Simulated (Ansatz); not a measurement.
# CdSe (F-43m): thermal expansion from first principles, part 2 of 2

Aim: the lattice, expansion, heat capacity and bulk modulus of CdSe as it warms. The starting cell is a computed one from a database.

Ansatz 0.2.0; DFT RPBE, scalar-relativistic, plane waves, PAW.

So far. Step 2 (Probe on a coarse mesh): The start is under 3.2 GPa at this level and looks like an insulator or semiconductor on this mesh. Step 5 (Tight relaxation): The residual pressure is 0.0035 GPa, small enough for phonons.

## Step 6: An input with a fault

This input was changed on purpose, to see how the program answers.

File input.yaml:

```yaml
crystal:
  lattice:
    - [0.0, 3.1420417499, 3.1420417499]
    - [3.1420417499, 0.0, 3.1420417499]
    - [3.1420417499, 3.1420417499, 0.0]
  atoms:
    - { symbol: Cd, position: [0.0, 0.0, 0.0] }
    - { symbol: Se, position: [0.75, 0.75, 0.75] }
kpoints:
  mp_grid: { grid: [13, 13, 13] }
hamiltonian:
  xc: rpbe
scf:
  occupations: { method: fixed }
  lower_state_search: "off"
  max_iter: 80
output:
  eigenvalues: true
phonons:
  supercell: [2, 2, 2]
  thermal_expansion: {}
```

The run is started by

```bash
ansatz run input.yaml --threads 8 --pin off --max-ram 16384MiB --backend cpu --events-out ev --progress --plain --runs-dir out
```

Numbers of over 12 decimals in the logs are rounded to 6 here.

Output:

```text
Error: 3 input errors — fix all and re-run
  1. invalid value for `phonons.supercell`: axis 0: the count 2 must divide kpoints.mp_grid.grid dimension 13 — the displaced supercells solve the k-mesh folded onto them, whose points must be the deck's own; the next dimension that the batch's repeats divide is 14
  2. invalid value for `phonons.supercell`: axis 1: the count 2 must divide kpoints.mp_grid.grid dimension 13 — the displaced supercells solve the k-mesh folded onto them, whose points must be the deck's own; the next dimension that the batch's repeats divide is 14
  3. invalid value for `phonons.supercell`: axis 2: the count 2 must divide kpoints.mp_grid.grid dimension 13 — the displaced supercells solve the k-mesh folded onto them, whose points must be the deck's own; the next dimension that the batch's repeats divide is 14
```

Run time: 0.03 s. Hardware: 8 threads of Arm Neoverse V1, shared host; peak memory 0.032 GiB.

The program refused the input before any cycle.

The program's message: “Error: 3 input errors — fix all and re-run
  1. invalid value for `phonons.supercell`: axis 0: the count 2 must divide kpoints.mp_grid.grid dimension 13 — the displaced supercells solve the k-mesh fol …”

The fault put into the input: a k mesh that the supercell doesn't divide.

## Step 7: Phonons on strained cells

The study relaxes the crystal at several strains, solves the phonons on some of them and minimises the free energy at each temperature (static energy, vibrations, the electrons in a metal, and PV under a set pressure); the q-mesh sets how far the force constants reach.

input.yaml, the sections that differ from step 6:

```yaml
kpoints:
  mp_grid: { grid: [12, 12, 12] }
scf:
  occupations: { method: fixed }
  lower_state_search: "off"
phonons:
  method: dfpt
  qmesh: [4, 4, 4]
  temperatures: { t_max: 800.0, t_step: 50 }
  thermal_expansion: {}
# crystal, hamiltonian, output: as in step 6
```

Output:

```text
Warning: phonons: the dynamical matrix that this run interpolates holds no multipole term above the dipole-dipole one, and a site of this crystal is no centre of inversion, so its interpolated transverse optical and acoustic branches and sound speeds can stay off near Gamma, and the density of states and the thermodynamics with them. What a run solves at a wave vector of phonons.qpoints, Gamma apart, where the deck admits one, is free of this, and under fd what a larger phonons.supercell samples
[...]
Crystal: 2 atoms, lattice volume = 62.039 Å³
Basis set: ecut = 487.2 eV, 1459 PW (Γ), exchange–correlation on 64×64×64 points (8 copies of the dense FFT grid, shifted against one another)
Bands: 22, of which v1, the nominal top of the filled ones, is band 18 counted from 1 (17 counted from 0)
Symmetry: 24 space group operations
[...]
k-points: 72 of 1728 (time reversal used)
[...]
SCF iter   1: F=—  HF=-13739.159184 eV  |F-HF|=—  |Δ(HF+E_count)|=         —  Δρ=2.56e-3  dr2=3.07e-3  ethr=1.77e-3  ⟨swp⟩=4.9  Hψ=5905  notcnv=0  defer=138
[...]
SCF iter   9: F=-13739.159343 eV  HF=-13739.159343 eV  |F-HF|=1.64e-11  |Δ(HF+E_count)|=  5.20e-10  Δρ=6.28e-8  dr2=2.85e-12  ethr=1.00e-12  ⟨swp⟩=8.5  Hψ=8323  notcnv=0
SCF 1 converged in 9 iterations: F = -13739.159343 eV  dr2 = 2.85e-12
[...]
relax step   1: F+E_penalty+E_count = -13739.15934306 eV  Δ(F+E_penalty+E_count) = +0.000e0 eV  max|allowed force component| = 1.018e-16 eV/Å  Δτ_max = 0.0000 Å  (9 SCF iters, accepted)
SCF converged after 9 iterations
Free energy (F): -13739.159343 eV
[...]
Internal energy: -13739.159343 eV  (E = F + TS)
E sigma→0 (E₀):  -13739.159343 eV
Fermi energy:    6.269728 eV
[...]
--- Stress (GPa, compression-positive) ---
        0.000076       0.000000      -0.000000
        0.000000       0.000076       0.000000
       -0.000000       0.000000       0.000076
  P = ⅓ Tr σ = 0.0001 GPa (0.001 kbar)
--- Band table (eV; the first three rows and the last of 72) ---
  k-point 0: bands = [... 14 lower, -1.1163, 6.2697, 6.2697, 6.2697, 6.8518, 12.2734, 12.2734, 12.2734]
  k-point 1: bands = [... 14 lower, -1.1166, 5.6196, 6.2229, 6.2229, 7.4387, 12.1513, 12.3574, 12.3574]
  k-point 2: bands = [... 14 lower, -1.1166, 4.7440, 6.1001, 6.1001, 8.0932, 12.0275, 12.5568, 12.5568]
  k-point 71: bands = [... 14 lower, -0.7455, 2.7669, 4.4177, 4.4882, 10.9339, 11.6546, 12.6803, 14.0545]
── thermal expansion: 3 new cells, 3 in all ──
thermal expansion: relaxation of cell 2
thermal expansion: relaxation of cell 3
── thermal expansion: 2 new cells, 5 in all ──
thermal expansion: relaxation of cell 4
thermal expansion: electrons of cell 4
thermal expansion: phonons of cell 4
thermal expansion: relaxation of cell 5
thermal expansion: electrons of cell 1
thermal expansion: electrons of cell 2
thermal expansion: electrons of cell 3
thermal expansion: electrons of cell 5
thermal expansion: phonons of cell 5
── thermal expansion: 5 new cells, 10 in all ──
thermal expansion: relaxation of cell 6
thermal expansion: relaxation of cell 7
thermal expansion: relaxation of cell 8
thermal expansion: relaxation of cell 9
thermal expansion: relaxation of cell 10
thermal expansion: electrons of cell 6
thermal expansion: electrons of cell 7
thermal expansion: electrons of cell 8
thermal expansion: electrons of cell 9
thermal expansion: electrons of cell 10
thermal expansion: phonons of cell 6
thermal expansion: phonons of cell 7
--- Relaxed structure (1 steps of the walk, 1 accepted, 0 SCFs on fresh bases) ---
  F+E_penalty+E_count = -13739.15934306 eV   max|allowed force component| = 1.018e-16 eV/Å
  atoms:
    - { symbol: Cd, position: [0.0, 0.0, 0.0] }
    - { symbol: Se, position: [0.750000, 0.750000, 0.750000] }
--- Thermal expansion: 10 cells in 3 rounds, 0 GPa ---
  no lower state was looked for at cell 4: scf.lower_state_search: off
  without vibrations: a 4.44352, b 4.44352, c 4.44352 Å, V 62.0393 Å³, B 39.08 GPa
  at 0 K: a 4.44897, b 4.44897, c 4.44897 Å, V 62.2678 Å³, B 38.53 GPa
  zero-point expansion: a +0.123, b +0.123, c +0.123, V +0.368 %
      T/K        a/Å        b/Å        c/Å       V/Å³ | expansion of a, b, c, V (1e-6/K)   | that of V in the mean from 25 °C | C_P, C_V (J/mol K of the cell) | B_T, B_S (GPa)
     0.00    4.44897    4.44897    4.44897    62.2678 |    0.00    0.00    0.00    0.00 |   19.17 |     0.000     0.000 |    38.53    38.53
   100.00    4.44971    4.44971    4.44971    62.2987 |    6.07    6.07    6.07   18.21 |   26.35 |    39.701    39.654 |    37.90    37.94
   200.00    4.45324    4.45324    4.45324    62.4474 |    9.10    9.10    9.10   27.30 |   29.01 |    47.121    46.915 |    36.83    36.99
   298.15    4.45748    4.45748    4.45748    62.6257 |   10.16   10.16   10.16   30.48 |       - |    48.892    48.519 |    35.75    36.02
   350.00    4.45987    4.45987    4.45987    62.7267 |   10.56   10.56   10.56   31.69 |   31.12 |    49.358    48.891 |    35.17    35.51
   450.00    4.46474    4.46474    4.46474    62.9324 |   11.25   11.25   11.25   33.75 |   32.25 |    49.947    49.286 |    34.06    34.52
   550.00    4.46992    4.46992    4.46992    63.1514 |   11.91   11.91   11.91   35.74 |   33.33 |    50.369    49.488 |    32.95    33.53
   650.00    4.47540    4.47540    4.47540    63.3839 |   12.59   12.59   12.59   37.78 |   34.41 |    50.736    49.609 |    31.83    32.55
   750.00    4.48120    4.48120    4.48120    63.6307 |   13.32   13.32   13.32   39.95 |   35.52 |    51.098    49.689 |    30.71    31.58
   800.00    4.48422    4.48422    4.48422    63.7598 |   13.70   13.70   13.70   41.10 |   36.08 |    51.286    49.721 |    30.15    31.09
  the static fit leaves 0.001 meV an atom of the energies and, of the stresses, 0.000 GPa of each cell's largest along a strain (root mean squares over the cells), whose Pulay part it has at -0.013 GPa
  vibrations' free energy: its fit passes through its cells
  the electrons' free energy at temperature is in it; its fit leaves 0.0000 meV an atom at the most
  free energies summed between the sampled wave vectors
  estimated error of the fitted expansion in any direction: up to 0.093e-6/K, at 800 K, with few degrees of freedom (an estimate, not a bound: it was exceeded on models of known expansion)
  by sums over the sampled wave vectors an expansion of the volume parts by up to 0.98e-6/K
  by a static energy of one degree less an expansion of the volume parts by up to 0.04e-6/K
  the FFT grids of the static calculations differ: 32 × 32 × 32, 36 × 36 × 36
  band gaps on the cells' k-points are 0.474 to 0.645 eV
```

Elapsed: 39 min, on 8 threads; peak memory 5.6 GiB.

Numbers from this step:

| Item | Value |
| --- | --- |
| pressure | 7.59e-5 GPa |
| gap on the k-mesh | 0.5821 eV |
| volume expansion coefficient at 298 K | 30.48 1e-6/K |
| C_P at 298 K | 24.45 J/mol-atom/K |
| entropy at 298 K | 45.08 J/mol-atom/K |
| isothermal bulk modulus at 298 K | 35.75 GPa |
| Grüneisen parameter at 298 K | 0.8469 |
| volume at 298 K | 31.31 Å³/atom |
| principal linear expansion coefficients at 298 K | 10.16, 10.16, 10.16 1e-6/K |

Strained cells of the study; zero-point energy where phonons were solved; the pressures are stresses at a fixed cutoff and can carry an offset from the finite basis. Expansion cells, by row:

```csv
cell,|a| (Å),|b| (Å),|c| (Å),V (Å³/atom),E - E_lowest (meV/atom),"pressure, compression positive (GPa)",gap (eV),zero-point energy (meV/atom)
1,4.444,4.444,4.444,31.02,0,-0.013,0.5821,-
2,4.479,4.479,4.479,31.77,2.115,-0.896,0.5317,-
3,4.408,4.408,4.408,30.29,2.21,0.974,0.6324,-
4,4.444,4.444,4.444,31.03,0,-0.024,0.5815,20.52
5,4.466,4.466,4.466,31.5,0.865,-0.587,0.55,20.1
6,4.477,4.477,4.477,31.74,1.931,-0.859,0.5339,19.89
7,4.494,4.494,4.494,32.1,4.272,-1.244,0.5101,19.58
8,4.4,4.4,4.4,30.11,3.421,1.229,0.6445,-
9,4.422,4.422,4.422,30.57,0.829,0.581,0.613,-
10,4.52,4.52,4.52,32.64,9.419,-1.782,0.4745,-
```

Quasi-harmonic; a, b, c are the run's own cell vectors. Expansion, by row:

```csv
T (K),a (Å),b (Å),c (Å),alpha (deg),beta (deg),gamma (deg),cell volume (Å³/cell),alpha_a (1e-6/K),alpha_b (1e-6/K),alpha_c (1e-6/K),alpha_V (1e-6/K),C_P (J/mol-atom/K),C_V (J/mol-atom/K),S (J/mol-atom/K),B_T (GPa),B_S (GPa),Grueneisen,extrapolation,fit error (1e-6/K)
0,4.449,4.449,4.449,60,60,60,62.27,0,0,0,0,0,0,0,38.53,38.53,-,0,0
50,4.449,4.449,4.449,60,60,60,62.26,0.99,0.99,0.99,2.97,12.3,12.3,8.923,38.36,38.36,0.173,0,0.01
100,4.45,4.45,4.45,60,60,60,62.3,6.07,6.07,6.07,18.21,19.85,19.83,20.22,37.9,37.94,0.653,0,0
150,4.451,4.451,4.451,60,60,60,62.37,8.11,8.11,8.11,24.34,22.46,22.4,28.85,37.37,37.47,0.762,0,0.01
200,4.453,4.453,4.453,60,60,60,62.45,9.1,9.1,9.1,27.3,23.56,23.46,35.48,36.83,36.99,0.806,0,0.01
250,4.455,4.455,4.455,60,60,60,62.54,9.72,9.72,9.72,29.15,24.12,23.98,40.8,36.28,36.5,0.83,0,0.02
298.1,4.457,4.457,4.457,60,60,60,62.63,10.16,10.16,10.16,30.48,24.45,24.26,45.08,35.75,36.02,0.847,0,0.02
300,4.458,4.458,4.458,60,60,60,62.63,10.18,10.18,10.18,30.53,24.46,24.27,45.23,35.73,36,0.848,0,0.02
350,4.46,4.46,4.46,60,60,60,62.73,10.56,10.56,10.56,31.69,24.68,24.45,49.02,35.17,35.51,0.861,0,0.02
400,4.462,4.462,4.462,60,60,60,62.83,10.91,10.91,10.91,32.74,24.84,24.56,52.33,34.62,35.01,0.873,0,0.03
450,4.465,4.465,4.465,60,60,60,62.93,11.25,11.25,11.25,33.75,24.97,24.64,55.26,34.06,34.52,0.884,0,0.03
500,4.467,4.467,4.467,60,60,60,63.04,11.58,11.58,11.58,34.74,25.09,24.7,57.9,33.5,34.03,0.895,0,0.02
550,4.47,4.47,4.47,60,60,60,63.15,11.91,11.91,11.91,35.74,25.18,24.74,60.3,32.95,33.53,0.905,0,0.02
600,4.473,4.473,4.473,60,60,60,63.27,12.25,12.25,12.25,36.75,25.28,24.78,62.49,32.39,33.04,0.915,0,0.02
650,4.475,4.475,4.475,60,60,60,63.38,12.59,12.59,12.59,37.78,25.37,24.8,64.52,31.83,32.55,0.925,0,0.02
700,4.478,4.478,4.478,60,60,60,63.51,12.95,12.95,12.95,38.85,25.46,24.83,66.4,31.27,32.06,0.936,0,0.04
750,4.481,4.481,4.481,60,60,60,63.63,13.32,13.32,13.32,39.95,25.55,24.84,68.16,30.71,31.58,0.946,0,0.06
800,4.484,4.484,4.484,60,60,60,63.76,13.7,13.7,13.7,41.1,25.64,24.86,69.81,30.15,31.09,0.957,0,0.09
```

Table of expansion coefficient by temperature; values in 1e-6/K:

```csv
temperature (K),volume,principal 1
0,0,0
50,2.97,0.99
100,18.2,6.07
150,24.3,8.11
200,27.3,9.1
250,29.1,9.72
298,30.5,10.2
300,30.5,10.2
350,31.7,10.6
400,32.7,10.9
450,33.8,11.2
500,34.7,11.6
550,35.7,11.9
600,36.8,12.2
650,37.8,12.6
700,38.9,12.9
750,40.0,13.3
800,41.1,13.7
```

At 298 K the volume expansion is 30.5 × 10⁻⁶/K and B_T is 35.7 GPa. The program raised the cutoff to 487.2 eV by itself: with no cutoff typed, the study takes about 1.16 times the default for its relaxations and scales it with the volume for the phonons.

## Step 8: Outcome

* settings of these figures: RPBE, 487.2 eV, k 12×12×12, q 4×4×4
* volume expansion coefficient at 298 K: 30.48 1e-6/K
* C_P at 298 K: 24.45 J/mol-atom/K
* entropy at 298 K: 45.08 J/mol-atom/K
* isothermal bulk modulus at 298 K: 35.75 GPa
* Grüneisen parameter at 298 K: 0.8469
* volume at 298 K: 31.31 Å³/atom
* principal linear expansion coefficients at 298 K: 10.16, 10.16, 10.16 1e-6/K

**Reading.** Near room temperature CdSe expands by 30.5 × 10⁻⁶/K in volume by RPBE, with C_P = 24.4 J/(mol K) per mole of atoms and B_T = 35.7 GPa. C_P at room temperature is 98 % of the classical 3R an atom. The interpolation has no quadrupole term, so branches near the zone centre are less sure, since this crystal has sites that are not centres of inversion. The PAW files were made for PBE and are used here under another functional, for which the program regenerates the frozen cores.

[Logs are printed without paths, hosts, clocks, repeated set-up lines and the standing remarks that a program may print on its own settings, such as how far it seeks lower states.]

[Hosts, paths, dates, database ids (printed as entryN), source tags and the programs' standing remarks are cut or masked in the printed files.]

[A step with changed settings may run another functional than the one named; its input shows which.]
